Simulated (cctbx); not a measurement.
## Reading a Patterson map

Space group Cmcm (no. 63), a = 13.3600 Å, b = 7.8080 Å, c = 5.3480 Å, α = 90.00°, β = 90.00°, γ = 90.00°, content Ce4 Ti16 Si12.

Simulated single-crystal data (cctbx): Mo Kα, λ = 0.71073 Å, to d = 0.75 Å, 80 % of the full sphere, strongest reflection 70000 counts, noise from counting, a 4 % proportional error and a noise floor of 8 counts (s.d.); no absorption.

Patterson synthesis, origin scaled to 1000:

```text
Patterson group C m m m
      u       v       w   height  length (A)
  0.000   0.000   0.000   1000.0     0.00
  0.000   0.500   0.500    573.5     4.73
  0.127   0.127   0.500    210.5     3.32
  0.167   0.237   0.249    207.0     3.19
  0.128   0.392   0.000    202.5     3.50
  0.184   0.466   0.500    186.4     5.14
  0.000   0.000   0.500    125.2     2.67
  0.190   0.068   0.000    122.3     2.59
  0.000   0.121   0.500    119.3     2.84
  0.000   0.356   0.000    117.6     2.78
  0.196   0.131   0.247     70.5     3.11
  0.161   0.500   0.000     69.5     4.46
  0.000   0.260   0.500     67.5     3.35
  0.034   0.352   0.247     67.0     3.09
```

**Question.** Which atom pairs make the peaks, and where is the heaviest atom?

A peak at u stands for all pairs with xi − xj = u, with weight Σ ZiZj against Σ Z² = 23552 at the origin. Peak heights follow these weights only roughly, since form factors, motion and series ripples differ, all vectors within 0.55 Å of a peak are counted as merged into it though the farther ones add only part of their weight, and F(000) is left out, which lowers the whole map:

| u | v | w | shortest length (Å) | height | 1000 ΣZiZj/ΣZ² | pairs in the cell |
| --- | --- | --- | --- | --- | --- | --- |
| 0.000 | 0.500 | 0.500 | 4.73 | 574 | 571 | 4 × Ce–Ce |
| 0.127 | 0.127 | 0.500 | 3.32 | 210 | 233 | 4 × Ce–Ti, 2 × Si–Si |
| 0.167 | 0.237 | 0.249 | 3.19 | 207 | 269 | 4 × Ce–Ti, 4 × Ti–Si |
| 0.128 | 0.392 | 0.000 | 3.51 | 202 | 217 | 4 × Ce–Ti |
| 0.184 | 0.466 | 0.500 | 5.00 | 186 | 272 | 4 × Ce–Si, 4 × Ti–Ti, 4 × Ti–Si |
| 0.000 | 0.000 | 0.500 | 2.67 | 125 | 164 | 8 × Ti–Ti |
| 0.190 | 0.068 | 0.000 | 2.59 | 122 | 138 | 4 × Ce–Si |
| 0.000 | 0.121 | 0.500 | 2.84 | 119 | 138 | 4 × Ce–Si |
| 0.000 | 0.356 | 0.000 | 2.78 | 118 | 138 | 4 × Ce–Si |
| 0.196 | 0.131 | 0.247 | 3.11 | 70 | 135 | 4 × Ti–Ti, 4 × Ti–Si |

The table stops at ten peaks or at a height of 45, below which ripples compete. In the model behind the data Ce, the heaviest element, has 1 independent site: (1/2, 0.7603, 1/4), up to an allowed shift of origin; the Ce–Ce vectors are differences of these positions and their symmetry mates. The whole model:

```csv
atom,mult.,x,y,z,Ueq (Å²)
Ce1,4,1/2,0.7603,1/4,0.0148
Ti1,8,0.6273,0.3679,1/4,0.0160
Ti2,8,0.6681,0,1/2,0.0164
Si1,8,0.3104,0.6925,1/4,0.0174
Si2,4,1/2,0.1172,1/4,0.0165
```

The model is made up (kin elements in a known structure type, no relaxation), so it says nothing on whether the phase exists.

[Logs are printed without paths, hosts, clocks, repeated set-up lines and the standing remarks that a program may print on its own settings, such as how far it seeks lower states.]
